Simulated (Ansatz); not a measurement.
# Ge wire along [100], 25 atoms a period, H-terminated: bands by functional, part 2 of 2

Aim: is the Ge wire along [100], 25 atoms a period, H-terminated a metal or a semiconductor?

Ansatz 0.2.0; DFT PBE, plane waves, PAW; relaxation of a wire's period; PAW set soft_1 (the session's first sound run).

So far. Step 2 (The relaxed wire): The cell's length comes to 5.743 Å with spin left out.

## 3. Bands of the perfect wire

This step: DFT PBE, plane waves, PAW; bands of a perfect wire; PAW set soft_1 (Ansatz 0.2.0).

At the relaxed period the bands are computed along the axis; those that cross an energy going forward count the channels that a perfect wire would open there.

The input, input.yaml:

```yaml
crystal:
  lattice:
    - [20.121, 0.0, 0.0]
    - [0.0, 20.121, 0.0]
    - [0.0, 0.0, 5.7426614209]
  atoms:
    - { symbol: Ge, position: [0.357528728, 0.500008271, 0.0] }
    - { symbol: Ge, position: [0.500008271, 0.357528728, 0.0] }
    - { symbol: Ge, position: [0.500008271, 0.642487814, 0.0] }
    - { symbol: Ge, position: [0.642487814, 0.500008271, 0.0] }
    - { symbol: H, position: [0.243201085, 0.384907199, 0.096710819] }
    - { symbol: H, position: [0.384907199, 0.243201085, 0.096710819] }
    - { symbol: H, position: [0.615109343, 0.756815457, 0.096710819] }
    - { symbol: H, position: [0.756815457, 0.615109343, 0.096710819] }
    - { symbol: Ge, position: [0.287352164, 0.429994745, 0.253477317] }
    - { symbol: Ge, position: [0.429994745, 0.287352164, 0.253477317] }
    - { symbol: Ge, position: [0.428706914, 0.571309628, 0.24936725] }
    - { symbol: Ge, position: [0.571309628, 0.428706914, 0.24936725] }
    - { symbol: Ge, position: [0.570021797, 0.712664378, 0.253477317] }
    - { symbol: Ge, position: [0.712664378, 0.570021797, 0.253477317] }
    - { symbol: H, position: [0.171211071, 0.544179195, 0.347008438] }
    - { symbol: H, position: [0.314075886, 0.685940656, 0.347789179] }
    - { symbol: H, position: [0.455837347, 0.828805471, 0.347008438] }
    - { symbol: H, position: [0.544179195, 0.171211071, 0.347008438] }
    - { symbol: H, position: [0.685940656, 0.314075886, 0.347789179] }
    - { symbol: H, position: [0.828805471, 0.455837347, 0.347008438] }
    - { symbol: Ge, position: [0.216639011, 0.500008271, 0.5] }
    - { symbol: Ge, position: [0.358727886, 0.358727886, 0.495473529] }
    - { symbol: Ge, position: [0.358727886, 0.641288656, 0.504526471] }
    - { symbol: Ge, position: [0.500008271, 0.216639011, 0.5] }
    - { symbol: Ge, position: [0.500008271, 0.500008271, 0.5] }
    - { symbol: Ge, position: [0.500008271, 0.783377531, 0.5] }
    - { symbol: Ge, position: [0.641288656, 0.358727886, 0.504526471] }
    - { symbol: Ge, position: [0.641288656, 0.641288656, 0.495473529] }
    - { symbol: Ge, position: [0.783377531, 0.500008271, 0.5] }
    - { symbol: H, position: [0.171211071, 0.455837347, 0.652991562] }
    - { symbol: H, position: [0.314075886, 0.314075886, 0.652210821] }
    - { symbol: H, position: [0.455837347, 0.171211071, 0.652991562] }
    - { symbol: H, position: [0.544179195, 0.828805471, 0.652991562] }
    - { symbol: H, position: [0.685940656, 0.685940656, 0.652210821] }
    - { symbol: H, position: [0.828805471, 0.544179195, 0.652991562] }
    - { symbol: Ge, position: [0.287352164, 0.570021797, 0.746522683] }
    - { symbol: Ge, position: [0.428706914, 0.428706914, 0.75063275] }
    - { symbol: Ge, position: [0.429994745, 0.712664378, 0.746522683] }
    - { symbol: Ge, position: [0.570021797, 0.287352164, 0.746522683] }
    - { symbol: Ge, position: [0.571309628, 0.571309628, 0.75063275] }
    - { symbol: Ge, position: [0.712664378, 0.429994745, 0.746522683] }
    - { symbol: H, position: [0.243201085, 0.615109343, 0.903289181] }
    - { symbol: H, position: [0.384907199, 0.756815457, 0.903289181] }
    - { symbol: H, position: [0.615109343, 0.243201085, 0.903289181] }
    - { symbol: H, position: [0.756815457, 0.384907199, 0.903289181] }
kpoints:
  mp_grid: { grid: [1, 1, 14] }
  band_path: { path: ["Γ", Z], npoints: 90 }
scf:
  occupations: { method: fermi_dirac, width: 0.05 }
hamiltonian:
  xc: pbe
  pseudopotentials: { kind: paw, azcp: { folder: soft_1 } }
output:
  dos: { e_range: [-5, 4] }
  write_potential: true
  write_density: true
  volumetric_format: npy
```

Command:

```
$ ansatz run input.yaml --threads 4 --pin off --max-ram 16384MiB --backend cpu --events-out ev --progress --plain --runs-dir out
```

Numbers of over 12 decimals in the logs are rounded to 6 here.

Output:

```text
[...]
Crystal: 45 atoms, lattice volume = 2324.943 Å³
Basis set: ecut = 420 eV, 45499 PW (Γ)
Bands: 230, of which v1, the nominal top of the filled ones, is band 185 counted from 1 (184 counted from 0)
Symmetry: 8 space group operations
[...]
k-points: 8 of 14
[...]
SCF iter   1: F=—  HF=-107692.768712 eV  |F-HF|=—  |Δ(HF+E_count)|=         —  Δρ=3.13e-2  dr2=1.90e1  ethr=3.10e-3  ⟨swp⟩=7.0  Hψ=7485  notcnv=0  defer=16
[...]
SCF iter  10: F=-107687.660024 eV  HF=-107687.660024 eV  |F-HF|=1.36e-8  |Δ(HF+E_count)|=   2.55e-7  Δρ=1.02e-6  dr2=2.14e-8  ethr=2.70e-11  ⟨swp⟩=14.6  Hψ=9298  notcnv=0
SCF 1 converged in 10 iterations: F = -107687.660024 eV  dr2 = 2.14e-8
[...]
NSCF: frozen V_eff on 91 k-points
WARN: pass on a band path, mesh or list of k-points: the 91 k-points are solved 16 at a time at the most, because the 14.40 GiB of host memory that the pass is priced against does not hold them all with the solver's workspace as planned. The pass can take longer, above all where fewer k-points are solved at a time than the run has threads. As a rule a larger memory budget leaves room for more at once. The budget is what a run with no `--max-ram-frac` typed is planned for, 0.8 of the host's memory or its container's limit. More memory there lifts it, and so does a share over 0.88 that is typed (of such a share the budget is ten elevenths): [rest of the remark cut]
WARN: The output density's exchange-correlation potential varies sharply where the density is thin. Do not read a vacuum level from v_tot or v_xc, or from such a field of the output density. On a cell that repeats whose density bears no net charge and no dipole along the vacuum's axis use v_es (v_loc + v_h of the components); under efield.dipole_correction with no amplitude use v_es + v_field, which holds any externa [...]
SCF converged after 10 iterations
Free energy (F): -107687.660024 eV
[...]
Internal energy: -107687.660024 eV  (E = F + TS)
E sigma→0 (E₀):  -107687.660024 eV
Fermi energy:    -0.843685 eV
[...]
--- Band table (eV; the first three rows and the last of 8) ---
  k-point 0: bands = [... 181 lower, -2.3010, -2.1496, -2.1496, -2.1126, 0.5793, 0.5858, 0.6555, 0.6555, ... 41 higher]
  k-point 1: bands = [... 181 lower, -2.3416, -2.1614, -2.1614, -2.1149, 0.6330, 0.6445, 0.6600, 0.6600, ... 41 higher]
  k-point 2: bands = [... 181 lower, -2.4498, -2.1902, -2.1902, -2.1311, 0.6311, 0.6989, 0.6989, 0.7815, ... 41 higher]
  k-point 7: bands = [... 181 lower, -2.7094, -2.6249, -2.6249, -2.5930, 0.4051, 0.4646, 0.4646, 0.4871, ... 41 higher]
```

It took 33 min on 4 threads of Arm Neoverse V1, shared host; peak memory 12 GiB; 2.2 h of CPU time.

This step gave:

| Property | Result |
| --- | --- |
| band gap | 2.518 eV |

The electronic bands at the labelled points (eV, zero at the Fermi level; v1 is the highest filled band, c1 the lowest empty one):

```
  point     v4     v3     v2     v1    c1    c2    c3    c4
      Γ  -1.46  -1.31  -1.31  -1.27  1.42  1.43  1.50  1.50
halfway  -1.82  -1.40  -1.40  -1.38  1.40  1.53  1.53  1.64
      Z  -1.87  -1.78  -1.78  -1.75  1.25  1.31  1.31  1.33
```

The gap is 2.52 eV, with spin left out.

On this path the gap is indirect, 2.52 eV, with the valence top at Γ and the conduction bottom at Z. The least direct gap is 2.69 eV.

## 4. Levels at the same atoms, cutoff 500 eV, k-mesh 1×1×11

This step: DFT r2SCAN, plane waves, PAW; bands of a perfect wire at the PBE geometry; PAW set soft_1 (Ansatz 0.2.0).

The atoms stay at the PBE geometry and the functional changes. r2SCAN also reads the kinetic-energy density; it often gives larger moments and wider gaps than PBE, at a higher cost. Against the first PBE run of this kind, the cutoff is 500 eV against 420 and the mesh along the wire has 11 points against 14.

input.yaml: that of step 3 with these lines changed.

```diff
@@ -52,3 +52,3 @@
 kpoints:
-  mp_grid: { grid: [1, 1, 14] }
+  mp_grid: { grid: [1, 1, 11] }
   band_path: { path: ["Γ", Z], npoints: 90 }
@@ -57,8 +57,3 @@
 hamiltonian:
-  xc: pbe
+  xc: r2scan
   pseudopotentials: { kind: paw, azcp: { folder: soft_1 } }
-output:
-  dos: { e_range: [-5, 4] }
-  write_potential: true
-  write_density: true
-  volumetric_format: npy
```

Output:

```text
[...]
Crystal: 45 atoms, lattice volume = 2324.943 Å³
Basis set: ecut = 500 eV, 59017 PW (Γ), exchange–correlation on 600×600×180 points (64 copies of the dense FFT grid, shifted against one another)
Bands: 230, of which v1, the nominal top of the filled ones, is band 185 counted from 1 (184 counted from 0)
Symmetry: 8 space group operations
[...]
k-points: 6 of 11
[...]
SCF iter   1: F=—  HF=-107889.679413 eV  |F-HF|=—  |Δ(HF+E_count)|=         —  Δρ=3.06e-2  dr2=1.77e1  dr2_τ=1.51e-1  ethr=3.10e-3  ⟨swp⟩=7.0  Hψ=5625  notcnv=0  defer=13
[...]
SCF iter  10: F=-107887.055566 eV  HF=-107887.055566 eV  |F-HF|=8.31e-8  |Δ(HF+E_count)|=   6.12e-7  Δρ=1.14e-6  dr2=3.20e-8  dr2_τ=4.98e-10  ethr=2.70e-11  ⟨swp⟩=14.5  Hψ=6427  notcnv=0
SCF 1 converged in 10 iterations: F = -107887.055566 eV  dr2 = 3.20e-8
[...]
SCF converged after 10 iterations
Free energy (F): -107887.055566 eV
[...]
Internal energy: -107887.055566 eV  (E = F + TS)
E sigma→0 (E₀):  -107887.055566 eV
Fermi energy:    -0.878129 eV
[...]
--- Band table (eV; the first three rows and the last of 6) ---
  k-point 0: bands = [... 181 lower, -2.5205, -2.3512, -2.3512, -2.3131, 0.6661, 0.6846, 0.7361, 0.7361, ... 41 higher]
  k-point 1: bands = [... 181 lower, -2.5862, -2.3702, -2.3702, -2.3189, 0.7554, 0.7554, 0.7689, 0.7703, ... 41 higher]
  k-point 2: bands = [... 181 lower, -2.7519, -2.4124, -2.4124, -2.3588, 0.7760, 0.8473, 0.8473, 0.9250, ... 41 higher]
  k-point 5: bands = [... 181 lower, -2.9696, -2.7906, -2.7574, -2.7574, 0.5428, 0.6095, 0.6095, 0.6486, ... 41 higher]
```

Elapsed: 50 min, on 4 threads; peak memory 12 GiB; 3.3 h of CPU time.

Numbers from this step:

```yaml
band_gap: 2.854 eV
```

Electronic bands along the path, in eV, zero at the Fermi level; v1 is the highest filled band, c1 the lowest empty one:

```
  point     v4     v3     v2     v1    c1    c2    c3    c4
      Γ  -1.64  -1.47  -1.47  -1.44  1.54  1.56  1.61  1.61
halfway  -2.01  -1.57  -1.57  -1.56  1.58  1.71  1.71  1.80
      Z  -2.07  -1.98  -1.98  -1.94  1.42  1.48  1.48  1.51
```

The gap is 2.85 eV, against 2.52 eV under PBE at the relaxed period.

## 5. What came out

```yaml
cell_length_pbe: 5.743 Å
gap_pbe: 2.52 eV
gap_r2scan: 2.85 eV
```

In words: Under PBE the cell's length is 5.74 Å, and a gap of 2.52 eV makes it a semiconductor. At the relaxed period the wire is gapped under every functional, from 2.52 eV (PBE) to 2.85 eV (r2SCAN). Weak screening in one dimension makes quasiparticle gaps larger than the semilocal gaps, as a rule.

[Logs are printed without paths, hosts, clocks, repeated set-up lines and the standing remarks that a program may print on its own settings, such as how far it seeks lower states.]

[Hosts, paths, dates, database ids (printed as entryN), source tags and the programs' standing remarks are cut or masked in the printed files.]
